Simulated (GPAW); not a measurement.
## Geometry or basis: what sets the conductance of hydroquinonedithiol between two Au chains

How well does hydroquinonedithiol between two Au chains conduct once its atoms have relaxed, and how much do cheaper levels lose?

Method: GPAW LCAO, PAW setups; relaxation of the junction within the symmetry of its start, lead ends held, in the first sound run; inputs show where later runs differ, in GPAW 26.7.0.

This is a report of a sequence of runs, with most program output left out.

### Step 1. Set-up

The cell holds 26 atoms: 12 Au, 2 S, 4 H, 6 C and 2 O. Cell: a = 12.537 Å, b = 9.000 Å, c = 37.667 Å, α = 90.0°, β = 90.0°, γ = 90.0°. Regions: left lead, 6 atoms (6 Au); channel, 14 atoms (2 S, 4 H, 6 C and 2 O); right lead, 6 atoms (6 Au). Vacuum lies along a and b. The structure is stacked along c, and the current runs across the ab planes.

### Step 2. Relaxation

Transmission follows bond lengths closely, so the atoms between the held lead ends are relaxed first, within whatever symmetry the start has.

run.py reads:

```python
import json
from ase import Atoms
from ase.constraints import FixAtoms
from ase.optimize import BFGS
from gpaw import GPAW, FermiDirac

device = Atoms(
    ['Au', 'Au', 'Au', 'Au', 'Au', 'Au', 'S', 'H', 'C', 'C', 'H', 'O', 'C', 'C', 'O', 'H', 'C', 'C', 'H', 'S', 'Au', 'Au', 'Au', 'Au', 'Au', 'Au'],
    positions=[
        [6.26870, 4.50000, 1.30000],
        [6.26870, 4.50000, 3.90000],
        [6.26870, 4.50000, 6.50000],
        [6.26870, 4.50000, 9.10000],
        [6.26870, 4.50000, 11.70000],
        [6.26870, 4.50000, 14.30000],
        [4.81110, 5.22973, 15.99275],
        [7.64345, 5.23780, 16.76035],
        [5.63332, 5.22301, 17.57573],
        [7.02657, 5.22896, 17.65438],
        [3.25000, 5.25305, 17.81373],
        [3.52022, 5.23530, 18.75211],
        [4.88972, 5.22905, 18.76386],
        [7.64765, 5.22904, 18.90306],
        [9.01716, 5.23528, 18.91481],
        [9.28737, 5.25306, 19.85319],
        [5.51080, 5.22900, 20.01255],
        [6.90405, 5.22304, 20.09119],
        [4.89392, 5.23787, 20.90658],
        [7.72627, 5.22981, 21.67417],
        [6.26870, 4.50000, 23.36692],
        [6.26870, 4.50000, 25.96692],
        [6.26870, 4.50000, 28.56692],
        [6.26870, 4.50000, 31.16692],
        [6.26870, 4.50000, 33.76692],
        [6.26870, 4.50000, 36.36692]],
    cell=[[12.53741, 0.0, 0.0], [0.0, 9.0, 0.0], [0.0, 0.0, 37.66692]],
    pbc=True)

device.set_constraint(FixAtoms([0, 1, 2, 3, 4, 21, 22, 23, 24, 25]))
device.calc = GPAW(mode='lcao', basis='dzp', xc='PBE', h=0.18,
                   kpts={'size': (1, 1, 2), 'gamma': True},
                   symmetry={'tolerance': 1e-3, 'extra_ids': [1, 1, 1, 1, 1, 0, 0, 0, 0, 0, 0, 0, 0, 0, 0, 0, 0, 0, 0, 0, 0, 1, 1, 1, 1, 1]},
                   occupations=FermiDirac(0.1), maxiter=250,
                   mixer=dict(beta=0.1, nmaxold=8, weight=100.0),
                   convergence=dict(density=0.0001), txt='relax.txt')
path = []
opt = BFGS(device, maxstep=0.15)
opt.attach(lambda: path.append((device.get_potential_energy(), device.positions.tolist(), device.get_forces().tolist())))
relaxed = bool(opt.run(fmax=0.05, steps=50))
json.dump(dict(relaxed=relaxed, path=path, positions=device.positions.tolist(), moments=device.get_magnetic_moments().tolist(),
               forces=device.get_forces(apply_constraint=False).tolist()), open('result.json', 'w'))
```

The run is started by

```console
OMP_NUM_THREADS=1 OPENBLAS_NUM_THREADS=1 python run.py
```

The job ended after 25 min (1 thread of Arm Neoverse V2, shared host; peak memory 1.9 GiB).

Step by step (22 of 45):

```tsv
step	energy less that of the first step (eV)	largest force (eV/Å)
1	0.0000	2.6026
3	-0.2211	0.4246
5	-0.2638	0.4594
7	-0.2987	0.2691
9	-0.3198	0.2792
11	-0.3426	0.2554
14	-0.3935	0.2953
16	-0.4553	0.4632
18	-0.5438	0.5816
20	-0.6207	0.4238
22	-0.6860	0.4349
24	-0.7750	0.3920
26	-0.8256	0.3043
28	-0.8552	0.2814
30	-0.8697	0.1432
32	-0.8895	0.2602
35	-0.9066	0.1342
37	-0.9117	0.0743
39	-0.9144	0.0591
41	-0.9162	0.0574
43	-0.9182	0.0644
45	-0.9194	0.0490
```

The atoms that moved most (Å):

```tsv
atom	dx	dy	dz	length
Au6	-0.820	0.731	-0.223	1.121
Au21	0.820	0.731	0.223	1.121
S20	0.297	0.195	-0.221	0.418
S7	-0.297	0.195	0.221	0.418
H19	0.117	-0.009	0.138	0.181
H8	-0.117	-0.009	-0.138	0.181
O15	0.016	-0.078	-0.161	0.180
O12	-0.016	-0.078	0.161	0.180
```

The relaxation lowered the energy of the cell by 0.919 eV (energies extrapolated to zero smearing; the optimiser's log prints free energies). The largest force left on a free atom is 0.049 eV/Å.

### Step 3. GPAW, dzp

The script solves lead and junction separately, takes H and S in the orbital basis, and joins semi-infinite leads through their self-energies; the dzp basis is the working standard.

This step: GPAW LCAO, PAW setups; Landauer transmission from Green's functions with principal layers (ASE), zero bias (GPAW 26.7.0).

run.py reads:

```python
import json
import numpy as np
from ase import Atoms
from ase.transport.calculators import TransportCalculator
from gpaw import GPAW, FermiDirac
from gpaw.lcao.tools import get_lcao_hamiltonian
from scipy.linalg import eigh

# The junction with lead layers at both ends, along the third cell vector
device = Atoms(
    ['Au', 'Au', 'Au', 'Au', 'Au', 'Au', 'S', 'H', 'C', 'C', 'H', 'O', 'C', 'C', 'O', 'H', 'C', 'C', 'H', 'S', 'Au', 'Au', 'Au', 'Au', 'Au', 'Au'],
    positions=[
        [6.26870, 4.50000, 1.30000],
        [6.26870, 4.50000, 3.90000],
        [6.26870, 4.50000, 6.50000],
        [6.26870, 4.50000, 9.10000],
        [6.26870, 4.50000, 11.70000],
        [5.44840, 5.23116, 14.07733],
        [4.51458, 5.42481, 16.21397],
        [7.52632, 5.22840, 16.62232],
        [5.55786, 5.27174, 17.58398],
        [6.97248, 5.23375, 17.58080],
        [3.20952, 5.16865, 17.95227],
        [3.50440, 5.15746, 18.91321],
        [4.85783, 5.21009, 18.87768],
        [7.67954, 5.21008, 18.78924],
        [9.03298, 5.15744, 18.75371],
        [9.32785, 5.16866, 19.71465],
        [5.56489, 5.23379, 20.08613],
        [6.97951, 5.27177, 20.08294],
        [5.01105, 5.22847, 21.04461],
        [8.02279, 5.42489, 21.45295],
        [7.08900, 5.23116, 23.58959],
        [6.26870, 4.50000, 25.96692],
        [6.26870, 4.50000, 28.56692],
        [6.26870, 4.50000, 31.16692],
        [6.26870, 4.50000, 33.76692],
        [6.26870, 4.50000, 36.36692]],
    cell=[[12.53741, 0.0, 0.0], [0.0, 9.0, 0.0], [0.0, 0.0, 37.66692]],
    pbc=True)

# One principal layer of the lead: the first 3 atoms of the device
lead = Atoms(
    ['Au', 'Au', 'Au'],
    positions=[
        [6.26870, 4.50000, 1.30000],
        [6.26870, 4.50000, 3.90000],
        [6.26870, 4.50000, 6.50000]],
    cell=[[12.53741, 0.0, 0.0], [0.0, 9.0, 0.0], [0.0, 0.0, 7.8]],
    pbc=True)

settings = dict(mode='lcao', basis='dzp', xc='PBE', h=0.18,
                occupations=FermiDirac(0.1), maxiter=250,
                mixer=dict(beta=0.1, nmaxold=8, weight=100.0),
                convergence=dict(density=0.0001))
energies = np.arange(-2, 2 + 1e-9, 0.025)
eta = 0.0001
n1, n2 = 1, 1
# k and -k transmit alike, so half of the mesh across the current serves
mesh = [(i, j) for i in range(n1) for j in range(n2) if (i, j) <= (-i % n1, -j % n2)]
weights = np.array([1 if (i, j) == (-i % n1, -j % n2) else 2 for i, j in mesh]) / (n1 * n2)

# [... helper functions left out ...]
fermi_lead = ground_state(lead, (1, 1, 15), 'lead.txt')
fermi_device = ground_state(device, (1, 1, 2), 'device.txt')
# [... loop over the mesh left out, but for ...]
        # Shift the lead onto the potential of the device's first layer
        shift = ((H[:, 0, 0] - H0[:, 0, 0]) / S0[0, 0]).real.mean()
# [...]
kT = 8.617333e-5 * 300
bias = [0.1, 0.2, 0.5, 1.0, 1.5, 2.0]
# [... integrals and printing left out ...]
```

The job ended after 86 s (1 thread; peak memory 2.1 GiB).

This step gave:

| Property | Result |
| --- | --- |
| conductance | 0.1671 G₀ |
| largest coupling past the next principal layer | 2.46e-7 eV |
| largest misfit of the first principal layer | 0.09720 eV |
| shift that aligns the lead | -0.01208 eV |
| basis functions of the junction | 330 |
| basis functions of a principal layer | 45 |
| transmission at the Fermi level (one spin) | 0.1023 |

One spin. The transmission, zone mean by energy, zero at the Fermi level:

```tsv
energy (eV)	transmission, zone mean
-2.000	0.225
-1.900	0.0491
-1.800	0.126
-1.700	0.245
-1.600	0.450
-1.500	0.477
-1.400	0.963
-1.375	0.991
-1.300	0.977
-1.200	0.855
-1.150	0.997
-1.100	0.993
-1.000	0.404
-0.900	0.0896
-0.800	0.0780
-0.700	0.0516
-0.600	0.0385
-0.500	0.0350
-0.400	0.0394
-0.300	0.0527
-0.200	0.0440
-0.100	0.0316
0.000	0.102
0.100	0.932
0.200	0.0476
0.300	0.00951
0.400	0.00293
0.500	0.00101
0.600	3.3e-4
0.700	8.0e-5
0.800	4.4e-6
0.900	9.9e-6
1.000	5.5e-5
1.100	1.2e-4
1.200	2.0e-4
1.300	2.8e-4
1.400	3.7e-4
1.500	4.6e-4
1.600	5.6e-4
1.700	6.5e-4
1.800	7.4e-4
1.900	8.3e-4
2.000	9.2e-4
```

Not self-consistent under bias; the bias window is split evenly. The current through one cell, from the zero-bias transmission by bias:

```tsv
bias (V)	current through one cell, from the zero-bias transmission (μA)
0.100	1.45
0.200	3.44
0.500	6.39
1.000	7.37
1.500	8.23
2.000	10.2
```

Transmission of the three most open eigenchannels against energy, zero at the Fermi level:

```tsv
energy (eV)	channel 1	channel 2	channel 3
-2.000	0.213	0.00982	0.00236
-1.900	0.0414	0.00756	1.3e-4
-1.800	0.118	0.00599	0.00173
-1.700	0.236	0.00506	0.00365
-1.600	0.439	0.00713	0.00438
-1.500	0.470	0.00439	0.00264
-1.400	0.959	0.00469	1.2e-4
-1.300	0.974	0.00245	3.5e-4
-1.200	0.854	9.7e-4	2.8e-5
-1.100	0.990	0.00119	8.5e-4
-1.000	0.402	0.00136	6.6e-4
-0.900	0.0887	5.8e-4	3.3e-4
-0.800	0.0774	3.7e-4	2.4e-4
-0.700	0.0510	2.6e-4	2.4e-4
-0.600	0.0381	2.6e-4	1.6e-4
-0.500	0.0346	2.8e-4	7.8e-5
-0.400	0.0391	2.6e-4	3.6e-5
-0.300	0.0524	2.2e-4	1.6e-5
-0.200	0.0438	1.8e-4	7.7e-7
-0.100	0.0316	8.9e-11	0
0.000	0.102	0	0
0.100	0.932	0	0
0.200	0.0476	0	0
0.300	0.00951	0	0
0.400	0.00293	0	0
0.500	0.00101	0	0
0.600	3.3e-4	0	0
0.700	8.0e-5	0	0
0.800	4.4e-6	0	0
0.900	9.9e-6	0	0
1.000	5.5e-5	0	0
1.100	1.2e-4	0	0
1.200	2.0e-4	0	0
1.300	2.8e-4	0	0
1.400	3.7e-4	0	0
1.500	4.6e-4	0	0
1.600	5.6e-4	0	0
1.700	6.5e-4	0	0
1.800	7.4e-4	0	0
1.900	8.3e-4	0	0
2.000	9.2e-4	0	0
```

Couplings past the next layer reach 2.5e-7 eV, small enough to drop; the matrix elements of the cell's first layer differ from the bulk lead's by up to 0.097 eV. That layer keeps its own values in the calculation, and only beyond it is the lead taken as perfect. The Fermi levels of lead and junction count from different zeros of potential, one for each periodic cell; with both set to zero, the small remaining shift is what aligns them. Without spin-orbit coupling, which is large for these atoms, channel counts and T are those of the scalar-relativistic bands. By hand: G = 0.1671 × 77.48 μS = 12.9 μS, a resistance of 77.3 kΩ; at 0.1 V a linear junction would pass 1.29 μA, and the integral over the bias window gives 1.45 μA.

### Step 4. Single-zeta polarised basis

One radial function a shell plus polarisation makes the matrices smaller; the question is what that costs.

run.py: that of step 3 with these lines changed.

```diff
@@ -51,3 +51,3 @@
 
-settings = dict(mode='lcao', basis='dzp', xc='PBE', h=0.18,
+settings = dict(mode='lcao', basis='szp(dzp)', xc='PBE', h=0.18,
                 occupations=FermiDirac(0.1), maxiter=250,
```

Wall time 64 s (1 thread); peak memory 2.1 GiB.

This step gave:

```
conductance                                    : 0.3054 G₀
largest coupling past the next principal layer : 2.47e-7 eV
largest misfit of the first principal layer    : 0.09862 eV
shift that aligns the lead                     : -0.01223 eV
basis functions of the junction                : 214
basis functions of a principal layer           : 27
transmission at the Fermi level (one spin)     : 0.2129
```

One spin. Table of transmission, zone mean by energy, zero at the Fermi level:

```tsv
energy (eV)	transmission, zone mean
-2.000	0.118
-1.900	0.167
-1.800	0.0300
-1.700	0.126
-1.600	0.288
-1.500	0.485
-1.400	0.592
-1.300	0.997
-1.200	0.130
-1.100	0.332
-1.000	0.250
-0.925	0.853
-0.900	0.653
-0.800	0.154
-0.750	0.685
-0.700	0.0815
-0.600	0.0593
-0.500	0.0545
-0.400	0.0619
-0.300	0.0858
-0.200	0.0693
-0.100	0.0820
0.000	0.213
0.050	0.931
0.100	0.283
0.200	0.0270
0.300	0.00723
0.400	0.00263
0.500	0.00106
0.600	4.3e-4
0.700	1.5e-4
0.800	3.6e-5
0.900	1.2e-6
1.000	8.6e-6
1.100	4.1e-5
1.200	8.8e-5
1.300	1.4e-4
1.400	2.1e-4
1.500	2.7e-4
1.600	3.4e-4
1.700	4.1e-4
1.800	4.7e-4
1.900	5.3e-4
2.000	5.8e-4
```

Not self-consistent under bias; the bias window is split evenly. The current through one cell, from the zero-bias transmission by bias:

```tsv
bias (V)	current through one cell, from the zero-bias transmission (μA)
0.100	2.41
0.200	4.55
0.500	6.81
1.000	8.22
1.500	10.0
2.000	17.1
```

Table of transmission of the three most open eigenchannels by energy, zero at the Fermi level:

```tsv
energy (eV)	channel 1	channel 2	channel 3
-2.000	0.107	0.00872	0.00234
-1.900	0.158	0.00729	0.00239
-1.800	0.0258	0.00398	1.8e-4
-1.700	0.120	0.00363	0.00251
-1.600	0.280	0.00486	0.00305
-1.500	0.475	0.00796	0.00277
-1.400	0.589	0.00355	3.7e-4
-1.300	0.995	0.00194	2.9e-4
-1.200	0.128	0.00147	6.2e-4
-1.100	0.330	0.00121	7.9e-4
-1.000	0.248	0.00142	4.1e-4
-0.900	0.652	7.2e-4	5.7e-4
-0.800	0.153	5.7e-4	2.6e-4
-0.700	0.0809	4.2e-4	2.3e-4
-0.600	0.0588	3.0e-4	2.5e-4
-0.500	0.0541	2.7e-4	1.7e-4
-0.400	0.0616	2.6e-4	8.8e-5
-0.300	0.0855	2.3e-4	5.1e-5
-0.200	0.0691	2.0e-4	6.8e-7
-0.100	0.0820	9.5e-5	1.6e-7
0.000	0.213	0	0
0.100	0.283	0	0
0.200	0.0270	0	0
0.300	0.00723	0	0
0.400	0.00263	0	0
0.500	0.00106	0	0
0.600	4.3e-4	0	0
0.700	1.5e-4	0	0
0.800	3.6e-5	0	0
0.900	1.2e-6	0	0
1.000	8.6e-6	0	0
1.100	4.1e-5	0	0
1.200	8.8e-5	0	0
1.300	1.4e-4	0	0
1.400	2.1e-4	0	0
1.500	2.7e-4	0	0
1.600	3.4e-4	0	0
1.700	4.1e-4	0	0
1.800	4.7e-4	0	0
1.900	5.3e-4	0	0
2.000	5.8e-4	0	0
```

The conductance, 0.305 G₀, lies 83 % above that of the dzp run.

### Step 5. Minimal basis

The minimal basis is the cheapest rung: no second zeta and no polarisation.

run.py: that of step 4 with these lines changed.

```diff
@@ -51,3 +51,3 @@
 
-settings = dict(mode='lcao', basis='szp(dzp)', xc='PBE', h=0.18,
+settings = dict(mode='lcao', basis='sz(dzp)', xc='PBE', h=0.18,
                 occupations=FermiDirac(0.1), maxiter=250,
```

The job ended after 61 s (1 thread; peak memory 2 GiB).

Numbers from this step:

| Quantity | Value |
| --- | --- |
| conductance | 0.3744 G₀ |
| largest misfit of the first principal layer | 0.09994 eV |
| shift that aligns the lead | -0.01442 eV |
| basis functions of the junction | 116 |
| basis functions of a principal layer | 18 |
| transmission at the Fermi level (one spin) | 0.3421 |
| open channels of the lead at the Fermi level (one spin) | 1 |

The conductance, 0.374 G₀, lies 124 % above that of the dzp run.

### Step 6. LDA in the dzp basis: xc = "LDA"

Back in the dzp basis, the functional changes from PBE to LDA, to set the spread between functionals beside that between bases.

run.py: that of step 5 with these lines changed.

```diff
@@ -51,3 +51,3 @@
 
-settings = dict(mode='lcao', basis='sz(dzp)', xc='PBE', h=0.18,
+settings = dict(mode='lcao', basis='dzp', xc='LDA', h=0.18,
                 occupations=FermiDirac(0.1), maxiter=250,
```

Wall time 72 s (1 thread); peak memory 2.1 GiB.

Numbers from this step:

- conductance: 0.1329 G₀
- largest coupling past the next principal layer: 2.28e-7 eV
- largest misfit of the first principal layer: 0.08582 eV
- shift that aligns the lead: -0.01154 eV
- basis functions of the junction: 330
- basis functions of a principal layer: 45
- transmission at the Fermi level (one spin): 0.08278

The conductance, 0.133 G₀, lies 20 % below that of the dzp run.

### Step 7. The structure as built: geometry = "as built"

The dzp basis with PBE on the structure as first built shows what the relaxation was worth.

run.py: that of step 6 with these lines changed.

```diff
@@ -17,18 +17,18 @@
         [6.26870, 4.50000, 11.70000],
-        [5.44840, 5.23116, 14.07733],
-        [4.51458, 5.42481, 16.21397],
-        [7.52632, 5.22840, 16.62232],
-        [5.55786, 5.27174, 17.58398],
-        [6.97248, 5.23375, 17.58080],
-        [3.20952, 5.16865, 17.95227],
-        [3.50440, 5.15746, 18.91321],
-        [4.85783, 5.21009, 18.87768],
-        [7.67954, 5.21008, 18.78924],
-        [9.03298, 5.15744, 18.75371],
-        [9.32785, 5.16866, 19.71465],
-        [5.56489, 5.23379, 20.08613],
-        [6.97951, 5.27177, 20.08294],
-        [5.01105, 5.22847, 21.04461],
-        [8.02279, 5.42489, 21.45295],
-        [7.08900, 5.23116, 23.58959],
+        [6.26870, 4.50000, 14.30000],
+        [4.81110, 5.22973, 15.99275],
+        [7.64345, 5.23780, 16.76035],
+        [5.63332, 5.22301, 17.57573],
+        [7.02657, 5.22896, 17.65438],
+        [3.25000, 5.25305, 17.81373],
+        [3.52022, 5.23530, 18.75211],
+        [4.88972, 5.22905, 18.76386],
+        [7.64765, 5.22904, 18.90306],
+        [9.01716, 5.23528, 18.91481],
+        [9.28737, 5.25306, 19.85319],
+        [5.51080, 5.22900, 20.01255],
+        [6.90405, 5.22304, 20.09119],
+        [4.89392, 5.23787, 20.90658],
+        [7.72627, 5.22981, 21.67417],
+        [6.26870, 4.50000, 23.36692],
         [6.26870, 4.50000, 25.96692],
@@ -51,3 +51,3 @@
 
-settings = dict(mode='lcao', basis='dzp', xc='LDA', h=0.18,
+settings = dict(mode='lcao', basis='dzp', xc='PBE', h=0.18,
                 occupations=FermiDirac(0.1), maxiter=250,
```

Run time: 91 s. Hardware: 1 thread; peak memory 2.1 GiB.

Numbers from this step:

| Property | Result |
| --- | --- |
| conductance | 0.3195 G₀ |
| largest coupling past the next principal layer | 2.46e-7 eV |
| largest misfit of the first principal layer | 0.06944 eV |
| shift that aligns the lead | -0.009093 eV |
| transmission at the Fermi level (one spin) | 0.4943 |

The conductance, 0.319 G₀, lies 91 % above that of the dzp run. At -0.1 eV T drops to or jumps from 0.00272 where the lead's channel count changes: a band edge of the lead lies in the thermal window, and enters the average.

### Step 8. All levels side by side

Times are for 1 thread of Arm Neoverse V2, shared host. Results by setting:

```tsv
no.	run	conductance (G₀)	time	memory (GiB)
1	dzp	0.1671	86 s	2.1
2	szp	0.3054	64 s	2.1
3	sz	0.3744	61 s	2.0
4	dzp LDA	0.1329	72 s	2.1
5	asbuilt	0.3195	91 s	2.1
```

### Step 9. The levels side by side

The curves are compared point by point over the common energies.

This step: comparison of transmission and cost over codes, levels and geometry (GPAW 26.7.0).

Ladder, by row:

```tsv
step	code	T at the Fermi level (sum over the listed spins)	conductance (G0)	r.m.s. T(E) from the first	wall time (s)	peak memory (GiB)	threads
dzp	GPAW	0.1023	0.1671	0	86.15	2.09	1
szp	GPAW	0.2129	0.3054	0.2156	63.96	2.06	1
sz	GPAW	0.3421	0.3744	0.2347	61.14	1.98	1
dzp-LDA	GPAW	0.08278	0.1329	0.08575	72.26	2.09	1
asbuilt	GPAW	0.4943	0.3195	0.2892	90.7	2.09	1
```

(Part 1 of 2 ends here.)

[Logs are printed without paths, hosts, clocks, repeated set-up lines and the standing remarks that a program may print on its own settings, such as how far it seeks lower states.]

[Hosts, paths, dates, database ids (printed as entryN), source tags and the programs' standing remarks are cut or masked in the printed files.]
